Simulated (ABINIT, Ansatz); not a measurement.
An input for ABINIT 10.8.3 (LiBiB2O6 (R-3)):

```
acell 3*1.0 Angstrom
rprim 
  2.439250647883 1.408302018200 5.224968345293
  -2.439250647883 1.408302018200 5.224968345293
  0.000000000000 -2.816604036329 5.224968345313
ntypat 4
znucl 3 5 83 8
natom 10
typat 1 2 2 3 4 4 4 4 4 4
xred 
  0.500000000000 0.500000000000 0.500000000000
  0.254532000000 0.254532000000 0.254532000000
  0.745468000000 0.745468000000 0.745468000000
  0.000000000000 0.000000000000 0.000000000000
  0.031291000000 0.463879000000 0.746058000000
  0.536121000000 0.253942000000 0.968709000000
  0.253942000000 0.968709000000 0.536121000000
  0.746058000000 0.031291000000 0.463879000000
  0.463879000000 0.746058000000 0.031291000000
  0.968709000000 0.536121000000 0.253942000000
pp_dirpath "pseudos"
pseudos "Li.upf, B.upf, Bi.upf, O.upf"
ecut 36
ngkpt 4 4 4
nshiftk 1
shiftk 0 0 0
kptopt 1
chksymbreak 0
istwfk *1
occopt 1
irdwfk 1
optdriver 3
nband 101
ecuteps 4.2
inclvkb 2
awtr 1
symchi 1
indata_prefix "in"
outdata_prefix "out"
tmpdata_prefix "tmp"
```

```sh
OMP_NUM_THREADS=1 mpirun -n 4 abinit run.abi > log
```

**Question.** Estimate wall time and host memory on 4 MPI ranks of Arm Neoverse V1, shared host.

It took 13 min; on shared hardware allow 6.3 min to 25 min. Peak host memory was 4.6 GiB.

[Paths, hosts, dates, memory and timing lines, banners, echoed tables and standing remarks are left out of the program output.]

[Logs are printed without paths, hosts, clocks, repeated set-up lines and the standing remarks that a program may print on its own settings, such as how far it seeks lower states.]

[Runs of the session that timed out or met a known fault of the program may be left out.]

[Hosts, paths, dates, database ids (printed as entryN), source tags and the programs' standing remarks are cut or masked in the printed files.]

[G0W0 gaps are taken among the corrected bands and points alone; a level outside them can change the order at an edge.]

[Where Ansatz stands beside ABINIT at settings called matched, ABINIT's density can come from a denser mesh and the files from another edition; pairs whose starting gaps differed by over 0.03 eV were left out, so agreement reads better than it is.]
